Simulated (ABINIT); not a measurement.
Records of electronic-structure calculations.

```xyz
2
Lattice="0.000 2.179 2.179 2.179 0.000 2.179 2.179 2.179 0.000" Properties=species:S:1:pos:R:3 pbc="T T T" subject="SiC (F-43m): G0W0 with ABINIT, start to end" method="RPA screening on PBE, plane waves, norm-conserving pseudopotentials (and 2 further levels or steps)" program="ABINIT 10.8.3" settings="cutoff 37 Ha, PseudoDojo scalar-relativistic 0.4.1 standard, norm-conserving, ngkpt (6, 6, 6), nband 99, ecuteps 8 Ha, inclvkb 2, shiftk (0, 0, 0), symchi 1, awtr 1, frequency ppm, 6×6×6 k-mesh" cost="5 runs, 78 s in all on 8 MPI ranks of AMD EPYC 7R43, shared host" notes="The cell and positions come from the Crystallography Open Database and are kept as given unless a step says otherwise." pbe_gap="1.36 eV, indirect" g0w0_gap_on_the_mesh="2.09 eV" gw_settings="6×6×6 mesh, 99 bands, screening to 217.7 eV, Godby-Needs plasmon pole" known_limits="short of the basis limit"
Si    0.000    0.000    0.000
C     1.089    1.090    1.089
```

[Long decimals in the printed logs are rounded to 6 places.]

[Logs are printed without paths, hosts, clocks, repeated set-up lines and the standing remarks that a program may print on its own settings, such as how far it seeks lower states.]

[Paths, hosts, dates, memory and timing lines, banners, echoed tables and standing remarks are left out of the program output; an Ansatz launch command may be rebuilt from the run's recorded settings. Measured values are a selection of at most five: reports struck by readers or far from the other reports are left out. None is set beside runs whose start may be inverted or whose files or cutoffs have a known fault.]

[Runs of the session that timed out or met a known fault of the program may be left out.]

[Hosts, paths, dates, database ids (printed as entryN), source tags and the programs' standing remarks are cut or masked in the printed files.]

[G0W0 gaps are taken among the corrected bands and points alone; a level outside them can change the order at an edge.]

[Where Ansatz stands beside ABINIT at settings called matched, ABINIT's density can come from a denser mesh and the files from another edition; pairs whose starting gaps differed by over 0.03 eV were left out, so agreement reads better than it is.]
